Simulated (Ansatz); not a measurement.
# Lattice dynamics of BiSb (model cell, started as CsCl type), part 2 of 2

Wanted: vibrations and spectra of BiSb (model cell, started as CsCl type); the cell is already relaxed. After the zone centre comes a 4×4×4 q mesh on a 12×12×12 k mesh.

Ansatz 0.2.0; DFT PBEsol, scalar-relativistic, plane waves, norm-conserving pseudopotentials.

So far. Step 2 (Linear response at the zone centre): Before it was imposed, the acoustic sum rule was missed by 1.3e-4 eV/Å². Small misses are needed for a sound result but don't prove that mesh and cutoff are converged. The lowest optical mode is real, 62.5 cm⁻¹.

The structure was built from a prototype and need not be the compound's stable phase.

## (3) Phonons on a q mesh (continued)

Interpolated from a 4×4×4 q mesh. Phonon branches along the path, in cm⁻¹:

```csv
point,branch 1,branch 2,branch 3,branch 4,branch 5,branch 6
Γ,0,0,0,62,62,62
halfway,33,33,52,59,59,66
X,38,38,55,55,72,94
halfway,16,28,36,38,76,84
M,-44,-34,24,24,76,76
halfway,20,27,36,40,46,76
Γ,0,0,0,62,62,62
halfway,26,41,41,72,72,72
R,74,74,74,96,96,96
halfway,22,31,58,74,74,84
X,38,38,55,55,72,94
jump to R,74,74,74,96,96,96
halfway,45,45,46,60,74,74
M,-44,-34,24,24,76,76
```

The phonon branches as a text plot (rows in cm⁻¹):

```
     93 |      ***                           ****      ****
     87 |         **                       **    *   **
     81 |     *     **   ****            ** *    ****      *
     76 |    *    *******    *                **  ******* * ** **
     70 |      ***       *    *        ***** *  **   *   *    *
     64 |** * *           *      *** **     *    **   *    *
     58 | *****                *** **  *    *      **  **   **
     52 |   *  ***         **  *     **    *      *  *  **  *
     47 |         *          ***         ***      *   *      *
     41 |      *****         **     *** *          *   ***
     35 |  ****  * **      ***  *      * **        *    *
     29 |         *  **  *******       *            ****      *
     23 | **       *   ** ***   *  * ** *           * *        **
     17 | *                  **  *  *                *        *
     12 |*                     *** *                          *
      6 |*                       *
      0 |                  **     *
     -6 |           *
    -12 |           *
    -17 |                *
    -23 |            *    *                                    *
    -29 |            ** *                                      *
    -35 |             ** *                                      *
    -41 |              **                                       *
         Γ      X      M          Γ            R        X|R     M
```

Tetrahedra on a 16×16×16 mesh, mean over bins of 2 cm-1. Interpolated from a 4×4×4 q mesh. Table of phonon density of states by wavenumber; read off at these points:

wavenumber (cm⁻¹), phonon density of states (1/cm⁻¹/cell) and a bar:
```
    -43.0      0.000 
    -39.0      0.002 
    -33.0      0.004 #
    -29.0      0.007 ##
    -23.0      0.009 ##
    -19.0      0.008 ##
    -15.0      0.006 ##
     -9.0      0.006 ##
     -5.0      0.007 ##
      1.0      0.007 ##
      5.0      0.008 ##
     11.0      0.013 ###
     15.0      0.023 ######
     19.0      0.042 ###########
     25.0      0.066 #################
     29.0      0.099 #########################
     31.0      0.111 ############################
     35.0      0.088 ######################
     39.0      0.098 #########################
     43.0      0.082 #####################
     49.0      0.071 ##################
     53.0      0.096 #########################
     55.0      0.098 #########################
     59.0      0.061 ###############
     61.0      0.072 ##################
     63.0      0.051 #############
     69.0      0.060 ###############
     73.0      0.105 ###########################
     75.0      0.118 ##############################
     77.0      0.077 ####################
     81.0      0.107 ###########################
     83.0      0.093 ########################
     87.0      0.030 ########
     93.0      0.004 #
     97.0      0.000
```

The partial phonon density of states has structure finer than the step of the table below, so its rows give means over 5 cm⁻¹, whole bins alone (the curve runs from -52.1 to 107 cm⁻¹). Peaks (cm⁻¹: height): Bi 38.0: 0.0669, 74.0: 0.0435; Sb 29.0: 0.0383, 55.0: 0.0537, 80.0: 0.0710.

Phonopy on the run's constants, 15x15x15 mesh, Gaussian sigma 2.0 cm-1. Interpolated from a 4×4×4 q mesh. The partial phonon density of states by wavenumber; means over each step; values in 1/cm⁻¹/cell:

```csv
wavenumber (cm⁻¹),Bi,Sb
-45,6.0e-7,3.0e-4
-40,8.1e-5,0.00128
-35,0.00115,0.00311
-30,0.00380,0.00290
-25,0.00617,0.00371
-20,0.00535,0.00312
-15,0.00663,0.00360
-10,0.00457,0.00281
-5,0.00298,0.00135
0,0.00240,9.1e-4
5,0.00405,0.00173
10,0.00652,0.00351
15,0.0131,0.00689
20,0.0336,0.0159
25,0.0441,0.0242
30,0.0620,0.0364
35,0.0649,0.0290
40,0.0606,0.0294
45,0.0475,0.0281
50,0.0383,0.0399
55,0.0350,0.0514
60,0.0277,0.0406
65,0.0233,0.0280
70,0.0350,0.0432
75,0.0372,0.0619
80,0.0214,0.0689
85,0.0106,0.0471
90,0.00140,0.0170
95,6.9e-5,0.00320
100,5.0e-7,9.1e-5
```

Second derivatives of the energy by pair, one row for each kind of neighbour of each atom listed. Each entry sums the pair over the periodic images of the supercell that the q mesh stands for, and in a polar crystal it holds the long-range dipole part too. Force constants by pair, by row:

```csv
atom,neighbour,distance (Å),third of the trace (eV/Å²),along the pair's line (eV/Å²)
Sb1,itself,0,1.648,–
Sb1,Bi,3.313,-0.0253,-0.4526
Sb1,Sb,3.826,-0.111,-0.4535
Sb1,Sb,5.411,0.0449,0.0445
Sb1,Bi,6.345,-0.0241,-0.06
Sb1,Sb,6.627,-0.1101,-0.2799
Bi2,itself,0,1.747,–
Bi2,Sb,3.313,-0.0253,-0.4526
Bi2,Bi,3.826,-0.1337,-0.5413
Bi2,Bi,5.411,0.0487,0.0747
Bi2,Sb,6.345,-0.0241,-0.06
Bi2,Bi,6.627,-0.101,-0.2567
```

Symmetry leaves 10 wavevectors to solve. The lowest mode among them, the acoustic zeros apart, lies at q = (0, -0.5, -0.5) and is imaginary, 43.5i cm⁻¹, so the energy falls along it.

## (4) Another isotope

An isotope changes the mass and not the force constants, so no new electronic calculation is needed; the shifts show which modes move this element.

The same force constants with the mass of Sb changed from 121.760 to 122.904 u (phonopy, no LO-TO term). Both lists are sorted by frequency; levels can cross, so a row need not hold one and the same mode. Modes under 3 cm⁻¹ are left out. Isotope shifts, by row:

```csv
q,rank,natural mass (cm⁻¹),changed mass (cm⁻¹)
0 0 0,4,62.5,62.31
0 0 0,5,62.5,62.31
0 0 0,6,62.5,62.31
0 0 0.25,1,33.11,33.07
0 0 0.25,2,33.11,33.07
0 0 0.25,3,52.16,52.16
0 0 0.25,4,58.65,58.43
0 0 0.25,5,58.65,58.43
0 0 0.25,6,65.55,65.24
0 0 -0.5,1,38.31,38.31
0 0 -0.5,2,38.31,38.31
0 0 -0.5,3,54.85,54.59
0 0 -0.5,4,54.85,54.59
0 0 -0.5,5,71.85,71.85
0 0 -0.5,6,94.05,93.61
0 0.25 0.25,1,19.56,19.51
0 0.25 0.25,2,27.4,27.4
0 0.25 0.25,3,36.06,36.01
0 0.25 0.25,4,39.7,39.53
0 0.25 0.25,5,45.52,45.41
0 0.25 0.25,6,75.92,75.67
```

A mode of this element alone would shift by -0.47 %. The highest zone-centre frequency without the field goes from 62.5 to 62.3 cm⁻¹ (-0.3 %). The product of the frequency ratios over all optical modes at Γ is 0.991; the product rule, (m/m′)^(3k/2) (M′/M)^(3/2) with k = 1 such atoms and M the mass of the cell, gives 0.991.

## (5) Outcome

```yaml
space_group_within_0p01_a: Pm-3m
volume_per_atom: 28.0 Å³
electronic_character: no gap on this mesh
highest_optical_mode_at_the_zone_centre_no_lo_to_term: 62.5 cm⁻¹
lowest_optical_zone_centre_mode: 62.5 cm⁻¹
lowest_mode_on_the_q_mesh_acoustic_modes_at_gamma_apart: -43.5 cm⁻¹
highest_frequency_on_the_path_or_at_a_solved_wavevector: 95.9 cm⁻¹
imaginary_modes_on_the_4x4x4_q_mesh: yes
```

In words: Modes are clearly imaginary (beyond 10i cm⁻¹) at 1 of the 10 irreducible wavevectors, most at q = (0, -0.5, -0.5) (43.5i cm⁻¹), so this structure is not a minimum of the energy. The optical modes at Γ form one degenerate level at 62 cm⁻¹. With no gap, or one that is small against the smearing, the frequencies hang on the k mesh and the smearing, most of all near Kohn anomalies. Spin-orbit coupling is left out, which can matter for the heavy elements here. A phonon run warned that its eigensolver left some bands unconverged in a pass. The starting cell was built on a prototype and not taken from a measurement, so the phase need not exist. These are harmonic frequencies at zero temperature: anharmonic shifts, linewidths and thermal expansion are left out.

[Logs are printed without paths, hosts, clocks, repeated set-up lines and the standing remarks that a program may print on its own settings, such as how far it seeks lower states.]

[Hosts, paths, dates, database ids (printed as entryN), source tags and the programs' standing remarks are cut or masked in the printed files.]
